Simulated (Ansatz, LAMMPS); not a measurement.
## Glassy 29TiO2-71Al2O3 (mol %) (137 atoms) under strain

How stiff is glassy 29TiO2-71Al2O3 (mol %) (137 atoms), and how do its levels respond to strain?

Program: Ansatz 0.2.0. Level of theory: Kohn-Sham DFT, PBE, PAW (set soft_2), plane waves. Results are calculated unless marked as measured.

## 1. The starting structure

The cell holds 137 atoms: 9 Ti, 44 Al and 84 O. Its edges and angles: a = 11.399 Å, b = 11.399 Å, c = 11.399 Å, α = 90.0°, β = 90.0°, γ = 90.0°. 137 atoms (9 Ti, 44 Al, 84 O) placed at random at 3.12 g/cm³, melted at 4000 K for 10 ps at fixed volume with the Morse and Coulomb pair potential with partial charges (Pedone, Malavasi, Menziani, Cormack and Segre, J. Phys. Chem. B 110, 11780 (2006)). Quenched from 4000 K to 300 K at 1000 K/ps and fixed volume, held 10 ps at zero pressure.

What the set-up can't give: The quench rate of 1000 K/ps is orders of magnitude faster than experiment, which tends to freeze in extra defects. The network of bonds at the start is that of the classical potential that made the cell, and needn't be the one that DFT or experiment would give. Only the Γ point is sampled.

## 2. Single point at the start

The forces at the start show how far the geometry lies from a minimum of this functional.

input.yaml

```yaml
crystal:
  lattice:
    - [11.39863, 0.0, 0.0]
    - [0.0, 11.39863, 0.0]
    - [0.0, 0.0, 11.39863]
  atoms:
    - { symbol: Ti, position: [0.36174, 0.73831, 0.83618] }
    - { symbol: Ti, position: [0.07259, 0.92114, 0.37177] }
    - { symbol: Ti, position: [0.40918, 0.21958, 0.39244] }
    - { symbol: Ti, position: [0.80566, 0.57858, 0.201] }
    - { symbol: Ti, position: [0.045, 0.48888, 0.64255] }
    - { symbol: Ti, position: [0.99491, 0.81607, 0.87239] }
    - { symbol: Ti, position: [0.60049, 0.23115, 0.98804] }
    - { symbol: Ti, position: [0.41248, 0.79575, 0.36438] }
    - { symbol: Ti, position: [0.37993, 0.38249, 0.66579] }
    - { symbol: Al, position: [0.34007, 0.97208, 0.9771] }
    - { symbol: Al, position: [0.85414, 0.28708, 0.29124] }
    - { symbol: Al, position: [0.00921, 0.46286, 0.13659] }
    - { symbol: Al, position: [0.86211, 0.25629, 0.05543] }
    - { symbol: Al, position: [0.69273, 0.82327, 0.2791] }
    - { symbol: Al, position: [0.39348, 0.00489, 0.19988] }
    - { symbol: Al, position: [0.11777, 0.27602, 0.75446] }
    - { symbol: Al, position: [0.04593, 0.73152, 0.15565] }
    - { symbol: Al, position: [0.14977, 0.33008, 0.02962] }
    - { symbol: Al, position: [0.82733, 0.68829, 0.6769] }
    - { symbol: Al, position: [0.57891, 0.91136, 0.73963] }
    - { symbol: Al, position: [0.35851, 0.27514, 0.14425] }
    - { symbol: Al, position: [0.25572, 0.52283, 0.19906] }
    - { symbol: Al, position: [0.8349, 0.91074, 0.5093] }
    - { symbol: Al, position: [0.76423, 0.05836, 0.669] }
    - { symbol: Al, position: [0.13966, 0.79675, 0.63399] }
    - { symbol: Al, position: [0.70057, 0.10044, 0.17484] }
    - { symbol: Al, position: [0.35471, 0.2259, 0.86859] }
    - { symbol: Al, position: [0.39535, 0.4706, 0.95608] }
    - { symbol: Al, position: [0.95973, 0.13825, 0.42506] }
    - { symbol: Al, position: [0.53502, 0.63139, 0.18663] }
    - { symbol: Al, position: [0.75795, 0.97716, 0.92338] }
    - { symbol: Al, position: [0.14777, 0.09147, 0.15307] }
    [... 99 atom lines left out ...]
    - { symbol: O, position: [0.99915, 0.31901, 0.0595] }
    - { symbol: O, position: [0.70472, 0.33877, 0.33406] }
    - { symbol: O, position: [0.72297, 0.83184, 0.43121] }
    - { symbol: O, position: [0.72736, 0.33515, 0.01574] }
    - { symbol: O, position: [0.77014, 0.57199, 0.36462] }
    - { symbol: O, position: [0.87968, 0.79055, 0.58197] }
kpoints:
  mp_grid: { grid: [1, 1, 1] }
hamiltonian:
  xc: pbe
scf:
  occupations: { method: fixed }
output:
  forces: true
```

Command:

```console
$ ansatz run input.yaml --threads 4 --pin off --max-ram 8192MiB --backend cpu --events-out ev --progress --plain --runs-dir out
```

Numbers of over 12 decimals in the logs are rounded to 6 here.

Log:

```text
Engine: ansatz 0.2.0, x86_64-unknown-linux-gnu
Pseudopotentials: kind: paw
Pseudopotential: Ti, paw, valence charge 12, recommended cutoff 420 eV (normal), Ti.paw.azcp
Pseudopotential: Al, paw, valence charge 3, recommended cutoff 420 eV (normal), Al.paw.azcp
Pseudopotential: O, paw, valence charge 6, recommended cutoff 420 eV (normal), O.paw.azcp
[... 5 lines on functional and potentials left out ...]
Crystal: 137 atoms, lattice volume = 1481.010 Å³
Basis set: ecut = 420 eV, 28887 PW (Γ), exchange–correlation on 160×160×160 points (8 copies of the dense FFT grid, shifted against one another)
Bands: 509, of which v1, the nominal top of the filled ones, is band 372 counted from 1 (371 counted from 0)
Symmetry: 1 space group operations
Space group: P1 (ITA 1), of the structure as read, at distance tolerance 1.1e-4 Å
k-points: 1
[... 7 lines on functional and potentials left out ...]
Initial density: superposition of atomic densities (neutral atoms: chi_scale 0, normalization atom), corrected by the library's trained network
Initial wavefunctions: pseudopotential atomic-orbital guess
Functional: x = pbe(κ = 0.804, μ = 0.219515), c = pbe(β = 0.066725)
SCF iter   1: F=—  HF=-93981.430333 eV  |F-HF|=—  |Δ(HF+E_count)|=         —  Δρ=3.93e-3  dr2=3.10e-1  ethr=1.77e-3  ⟨swp⟩=5.0  Hψ=1595  notcnv=0  defer=134
preconditioner: auto → Resta (q_TF=auto, 2.433 Å⁻¹)  ε∞=4.2  [insulator: Δε(μ)=2.015 eV  Ē_g=13.974 eV  n_scr=364 (ndim 8)  ℏωp=25.0 eV  f_vac=0.051  ε∞_Penn≈4.2]
SCF iter   2: F=—  HF=-93981.388721 eV  |F-HF|=—  |Δ(HF+E_count)|=   4.16e-2  Δρ=2.17e-3  dr2=7.19e-2  ethr=4.17e-5  ⟨swp⟩=2.0  Hψ=868  notcnv=0  defer=135
SCF iter   3: F=—  HF=-93981.386623 eV  |F-HF|=—  |Δ(HF+E_count)|=   2.10e-3  Δρ=1.21e-3  dr2=3.18e-2  ethr=9.66e-6  ⟨swp⟩=2.0  Hψ=750  notcnv=0  defer=114
automatic band count: iteration 3 solves 488 bands in place of 509: the levels show a gap, and the empty bands left out lie too high to hold charge; the band table lists the bands solved (type scf.n_extra_bands for more)
SCF iter   4: F=—  HF=-93981.385141 eV  |F-HF|=—  |Δ(HF+E_count)|=   1.48e-3  Δρ=6.32e-4  dr2=7.90e-3  ethr=4.28e-6  ⟨swp⟩=2.0  Hψ=750  notcnv=0  defer=114
SCF iter   5: F=—  HF=-93981.384155 eV  |F-HF|=—  |Δ(HF+E_count)|=   9.85e-4  Δρ=2.27e-4  dr2=7.86e-4  ethr=1.06e-6  ⟨swp⟩=2.0  Hψ=748  notcnv=0  defer=112
SCF iter   6: F=—  HF=-93981.384267 eV  |F-HF|=—  |Δ(HF+E_count)|=   1.11e-4  Δρ=1.25e-4  dr2=2.37e-4  ethr=1.06e-7  ⟨swp⟩=2.0  Hψ=748  notcnv=0  defer=111
SCF iter   7: F=—  HF=-93981.384294 eV  |F-HF|=—  |Δ(HF+E_count)|=   2.74e-5  Δρ=5.72e-5  dr2=5.51e-5  ethr=3.18e-8  ⟨swp⟩=2.0  Hψ=748  notcnv=0  defer=110
SCF iter   8: F=—  HF=-93981.383735 eV  |F-HF|=—  |Δ(HF+E_count)|=   5.59e-4  Δρ=2.18e-5  dr2=7.96e-6  ethr=7.40e-9  ⟨swp⟩=2.0  Hψ=855  notcnv=0  defer=110
SCF iter   9: F=—  HF=-93981.383740 eV  |F-HF|=—  |Δ(HF+E_count)|=   4.86e-6  Δρ=1.15e-5  dr2=2.28e-6  ethr=1.07e-9  ⟨swp⟩=2.0  Hψ=730  notcnv=0  defer=110
SCF iter  10: F=—  HF=-93981.383741 eV  |F-HF|=—  |Δ(HF+E_count)|=   1.14e-6  Δρ=7.24e-6  dr2=9.10e-7  ethr=3.06e-10  ⟨swp⟩=2.0  Hψ=741  notcnv=0  defer=110
SCF iter  11: F=-93981.383741 eV  HF=-93981.383741 eV  |F-HF|=4.67e-8  |Δ(HF+E_count)|=   1.64e-7  Δρ=2.49e-6  dr2=9.74e-8  ethr=1.34e-11  ⟨swp⟩=3.0  Hψ=1650  notcnv=0
SCF 1 converged in 11 iterations: F = -93981.383741 eV  dr2 = 9.74e-8
  greatest PAW one-centre occupation: 0.999 electrons in one spin orbital (limit 2), on the Ti atom at site 2 (counted from 0), in its partial waves of l = 0
SCF converged after 11 iterations
Free energy (F): -93981.383741 eV
Harris-Foulkes:  -93981.383741 eV  (|F-HF|=4.67e-8)
Internal energy: -93981.383741 eV  (E = F + TS)
E sigma→0 (E₀):  -93981.383741 eV
Fermi energy:    6.508068 eV
--- Per-component energies (eV) ---
  E_band       = -2862.421165
  E_kinetic    = 18605.134225
  E_local      = -48929.669424  (includes V_loc(G=0)·N_el)
  E_nonlocal   = 4503.020288
  E_hartree    = 19064.451503
  E_xc         = -8937.976082
  E_vxc        = -10430.359223  (∫ρ·V_xc dr)
  E_paw        = -43317.093522  (= ΣΔE_a)
  E_vpaw       = -4739.661082  (= ΣTr[D̂ρ^β])
  E_aug_tail   = 0.212574  (compensation charges beyond the density's cutoff)
  E_ewald      = -34969.463304
  E_smearing   = -0.000000  (= −TS)
  E_closure    = -0.000000  (closes the sum)
  Σ components = -93981.383741   (vs F -93981.383741, Δ=0.00e0)
--- Forces (eV/Å), atoms counted from 1 ---
  atom   1  Ti    -0.51752881     0.66219967     0.15014607
  atom   2  Ti    -1.70008124    -2.60866484     0.39306699
  atom   3  Ti    -1.44385374     0.01006801     1.46361342
  atom   4  Ti    -1.50495531    -0.71763023     1.79472947
  atom   5  Ti    -1.84057971     1.46589943     1.45082662
  atom   6  Ti     1.27389842    -2.31948770     2.66104839
  atom   7  Ti    -0.60413326     0.39635150    -0.41002176
  atom   8  Ti     0.02211754    -0.54809656     1.44430432
  atom   9  Ti    -1.26063222     0.26249507    -0.05723428
  atom  10  Al     1.04216562    -0.10132797    -1.43797882
  atom  11  Al    -1.18214773     0.38495336     0.54294293
  atom  12  Al    -0.66182261    -1.04047366    -0.98966333
  atom  13  Al    -0.00647335     1.13867973    -2.12417784
  atom  14  Al    -0.77132016     0.95816579     0.42307708
[...]
atom 136  O      1.35485033     0.64045886    -1.09093943
  atom 137  O      0.87056204    -1.26957971    -0.05206487
  max |Σ_I F_I| component: 5.33e-5 eV/Å
```

Elapsed: 18 s, on 4 threads of Intel Xeon Platinum 8259CL at 2.50GHz (Skylake/Cascade Lake), shared host; peak memory 2.1 GiB; 67 s of CPU time.

The r.m.s. force at the start is 1.0 eV/Å.

## 3. Cell and atoms relaxed

Cell and atoms are freed together, to release stress as well as forces.

input.yaml

```yaml
crystal:
  lattice:
    - [11.39863, 0.0, 0.0]
    - [0.0, 11.39863, 0.0]
    - [0.0, 0.0, 11.39863]
  atoms:
    [... the 137 atom lines of step 2 ...]
kpoints:
  mp_grid: { grid: [1, 1, 1] }
hamiltonian:
  xc: pbe
scf:
  occupations: { method: fixed }
output:
  forces: true
relax:
  f_tol: 0.05
  max_steps: 150
  cell: {}
```

Log:

```text
[...]
Crystal: 137 atoms, lattice volume = 1481.010 Å³
Basis set: ecut = 420 eV, 28887 PW (Γ), exchange–correlation on 160×160×160 points (8 copies of the dense FFT grid, shifted against one another)
Bands: 509, of which v1, the nominal top of the filled ones, is band 372 counted from 1 (371 counted from 0)
Symmetry: 1 space group operations
[...]
k-points: 1
[...]
SCF iter   1: F=—  HF=-93981.430333 eV  |F-HF|=—  |Δ(HF+E_count)|=         —  Δρ=3.93e-3  dr2=3.10e-1  ethr=1.77e-3  ⟨swp⟩=5.0  Hψ=1595  notcnv=0  defer=134
[...]
SCF iter   5: F=—  HF=-93981.384156 eV  |F-HF|=—  |Δ(HF+E_count)|=   9.90e-4  Δρ=2.27e-4  dr2=7.86e-4  ethr=1.06e-6  ⟨swp⟩=2.0  Hψ=748  notcnv=0  defer=112
[...]
SCF iter  10: F=—  HF=-93981.383741 eV  |F-HF|=—  |Δ(HF+E_count)|=   1.14e-6  Δρ=7.24e-6  dr2=9.11e-7  ethr=3.06e-10  ⟨swp⟩=2.0  Hψ=741  notcnv=0  defer=110
SCF iter  11: F=-93981.383741 eV  HF=-93981.383741 eV  |F-HF|=4.67e-8  |Δ(HF+E_count)|=   1.64e-7  Δρ=2.49e-6  dr2=9.74e-8  ethr=1.34e-11  ⟨swp⟩=3.0  Hψ=1650  notcnv=0
SCF 1 converged in 11 iterations: F = -93981.383741 eV  dr2 = 9.74e-8
[...]
relax step   1: F+E_penalty+E_count = -93981.38374135 eV  Δ(F+E_penalty+E_count) = +0.000e0 eV  max|allowed force component| = 4.191e0 eV/Å  Δτ_max = 0.0000 Å  P = +11.184 GPa  Ω = 1481.010 Å³  (11 SCF iters, dr2 threshold 1.00e-7 eV, accepted)
[... from here on, the SCF cycles and remarks between the steps are left out ...]
relax step   2: F+E_penalty+E_count = -93987.73358704 eV  Δ(F+E_penalty+E_count) = -6.350e0 eV  max|allowed force component| = 2.604e0 eV/Å  Δτ_max = 0.1129 Å  P = +4.655 GPa  Ω = 1527.903 Å³  energy of the carried Pulay correction = -1.991e-1 eV  (9 SCF iters, dr2 threshold 1.37e-5 eV, accepted)
relax step   3: F+E_penalty+E_count = -93991.70248114 eV  Δ(F+E_penalty+E_count) = -3.969e0 eV  max|allowed force component| = 6.477e-1 eV/Å  Δτ_max = 0.2000 Å  P = +0.805 GPa  Ω = 1558.315 Å³  energy of the carried Pulay correction = -3.250e-1 eV  (10 SCF iters, dr2 threshold 1.37e-5 eV, accepted)
relax step   4: F+E_penalty+E_count = -93992.09358652 eV  Δ(F+E_penalty+E_count) = -3.911e-1 eV  max|allowed force component| = 2.839e-1 eV/Å  Δτ_max = 0.2000 Å  P = -0.058 GPa  Ω = 1567.252 Å³  energy of the carried Pulay correction = -3.615e-1 eV  (9 SCF iters, dr2 threshold 1.37e-5 eV, accepted)
relax step   5: F+E_penalty+E_count = -93992.16221024 eV  Δ(F+E_penalty+E_count) = -6.862e-2 eV  max|allowed force component| = 2.415e-1 eV/Å  Δτ_max = 0.1643 Å  P = +0.083 GPa  Ω = 1565.936 Å³  energy of the carried Pulay correction = -3.561e-1 eV  (9 SCF iters, dr2 threshold 5.04e-6 eV, accepted)
relax step   6: F+E_penalty+E_count = -93992.15221025 eV  Δ(F+E_penalty+E_count) = +1.000e-2 eV  max|allowed force component| = 2.280e-1 eV/Å  Δτ_max = 0.2000 Å  P = -0.014 GPa  Ω = 1563.500 Å³  energy of the carried Pulay correction = -3.462e-1 eV  (10 SCF iters, dr2 threshold 3.65e-6 eV, rejected (line search))
relax step   7: F+E_penalty+E_count = -93992.21526175 eV  Δ(F+E_penalty+E_count) = -5.305e-2 eV  max|allowed force component| = 8.609e-2 eV/Å  Δτ_max = 0.0912 Å  P = +0.026 GPa  Ω = 1565.045 Å³  energy of the carried Pulay correction = -3.525e-1 eV  (15 SCF iters, accepted)
relax step   8: F+E_penalty+E_count = -93992.18767393 eV  Δ(F+E_penalty+E_count) = +2.759e-2 eV  max|allowed force component| = 4.770e-1 eV/Å  Δτ_max = 0.1000 Å  P = -0.096 GPa  Ω = 1567.053 Å³  energy of the carried Pulay correction = -3.607e-1 eV  (10 SCF iters, dr2 threshold 4.63e-7 eV, rejected (line search))
relax step   9: F+E_penalty+E_count = -93992.22883877 eV  Δ(F+E_penalty+E_count) = -1.358e-2 eV  max|allowed force component| = 3.660e-2 eV/Å  Δτ_max = 0.0500 Å  P = +0.008 GPa  Ω = 1565.457 Å³  energy of the carried Pulay correction = -3.542e-1 eV  (14 SCF iters, accepted)
relax step  10: F+E_penalty+E_count = -93992.78886718 eV  Δ(F+E_penalty+E_count) = -5.600e-1 eV  max|allowed force component| = 3.761e-2 eV/Å  Δτ_max = 0.0000 Å  P = +0.603 GPa  Ω = 1565.457 Å³  stress off target by 8.30e-1 GPa  SCF on the basis re-selected at this cell (its energy is not comparable with the rows above)  (10 SCF iters)
relax step  11: F+E_penalty+E_count = -93992.76901905 eV  Δ(F+E_penalty+E_count) = +1.985e-2 eV  max|allowed force component| = 5.165e-2 eV/Å  Δτ_max = 0.0434 Å  P = -0.078 GPa  Ω = 1575.676 Å³  energy of the carried Pulay correction = -4.248e-2 eV  (9 SCF iters, dr2 threshold 1.72e-6 eV, accepted)
relax step  12: F+E_penalty+E_count = -93992.78288416 eV  Δ(F+E_penalty+E_count) = -1.387e-2 eV  max|allowed force component| = 3.765e-2 eV/Å  Δτ_max = 0.0235 Å  P = +0.038 GPa  Ω = 1572.944 Å³  energy of the carried Pulay correction = -3.093e-2 eV  (9 SCF iters, dr2 threshold 1.67e-7 eV, accepted)
relax step  13: F+E_penalty+E_count = -93992.77662871 eV  Δ(F+E_penalty+E_count) = +6.255e-3 eV  max|allowed force component| = 3.012e-2 eV/Å  Δτ_max = 0.0261 Å  P = -0.002 GPa  Ω = 1574.661 Å³  energy of the carried Pulay correction = -3.819e-2 eV  (12 SCF iters, dr2 threshold 6.68e-9 eV, accepted)
relax step  14: F+E_penalty+E_count = -93992.82281476 eV  Δ(F+E_penalty+E_count) = -4.619e-2 eV  max|allowed force component| = 3.021e-2 eV/Å  Δτ_max = 0.0000 Å  P = +0.016 GPa  Ω = 1574.661 Å³  stress off target by 5.08e-2 GPa  SCF on the basis re-selected at this cell (its energy is not comparable with the rows above)  (7 SCF iters)
relax step  15: F+E_penalty+E_count = -93992.82490377 eV  Δ(F+E_penalty+E_count) = -2.089e-3 eV  max|allowed force component| = 1.039e-2 eV/Å  Δτ_max = 0.0155 Å  P = -0.001 GPa  Ω = 1574.276 Å³  energy of the carried Pulay correction = +1.543e-3 eV  (11 SCF iters, dr2 threshold 6.45e-9 eV, accepted)
relax step  16: F+E_penalty+E_count = -93992.82491931 eV  Δ(F+E_penalty+E_count) = -1.555e-5 eV  max|allowed force component| = 1.040e-2 eV/Å  Δτ_max = 0.0000 Å  P = -0.001 GPa  Ω = 1574.276 Å³  stress off target by 1.21e-2 GPa  SCF on the basis re-selected at this cell (its energy is not comparable with the rows above)  (6 SCF iters)
[...]
SCF converged after 6 iterations
Free energy (F): -93992.824919 eV
[...]
Internal energy: -93992.824919 eV  (E = F + TS)
E sigma→0 (E₀):  -93992.824919 eV
Fermi energy:    5.442798 eV
[...]
Σ components = -93992.824919   (vs F -93992.824919, Δ=0.00e0)
--- Forces (eV/Å), atoms counted from 1 ---
  atom   1  Ti    -0.00370869     0.00375686    -0.00241756
  atom   2  Ti     0.00295174     0.00000698    -0.01031123
  atom   3  Ti    -0.00564302    -0.00351971    -0.00169715
  atom   4  Ti    -0.00907336    -0.00647756     0.00263680
[...]
atom 137  O     -0.00090092     0.00120744    -0.00331553
  max |Σ_I F_I| component: 1.55e-4 eV/Å
--- Stress (GPa, compression-positive) ---
        0.006462       0.000600      -0.003086
        0.000608       0.001472       0.003132
       -0.003089       0.003128      -0.010767
  P = ⅓ Tr σ = -0.0009 GPa (-0.009 kbar)
--- Relaxed structure (13 steps of the walk, 11 accepted, 3 SCFs on fresh bases) ---
  F+E_penalty+E_count = -93992.82491931 eV   max|allowed force component| = 1.040e-2 eV/Å   (the final SCF, on the basis selected at the relaxed cell)
  cell:  # Å, volume = 1574.2762 Å³
    - [11.798535, 0.041359, 0.057177]
    - [0.041359, 11.605960, 0.204218]
    - [0.057177, 0.204218, 11.500669]
  atoms:
    - { symbol: Ti, position: [0.367280, 0.735646, 0.833419] }
    - { symbol: Ti, position: [0.071464, 0.914864, 0.377845] }
    - { symbol: Ti, position: [0.392671, 0.208168, 0.400407] }
    - { symbol: Ti, position: [0.797410, 0.579205, 0.205703] }
[...]
- { symbol: O, position: [0.894905, 0.797570, 0.579991] }
```

Elapsed: 4.8 min, on 4 threads; peak memory 2.3 GiB; 18 min of CPU time.

The relaxation converged after 13 steps, with a largest force component of 0.010 eV/Å.

[end of part 1 of 4]

[Logs are printed without paths, hosts, clocks, repeated set-up lines and the standing remarks that a program may print on its own settings, such as how far it seeks lower states.]

[Hosts, paths, dates, database ids (printed as entryN), source tags and the programs' standing remarks are cut or masked in the printed files.]
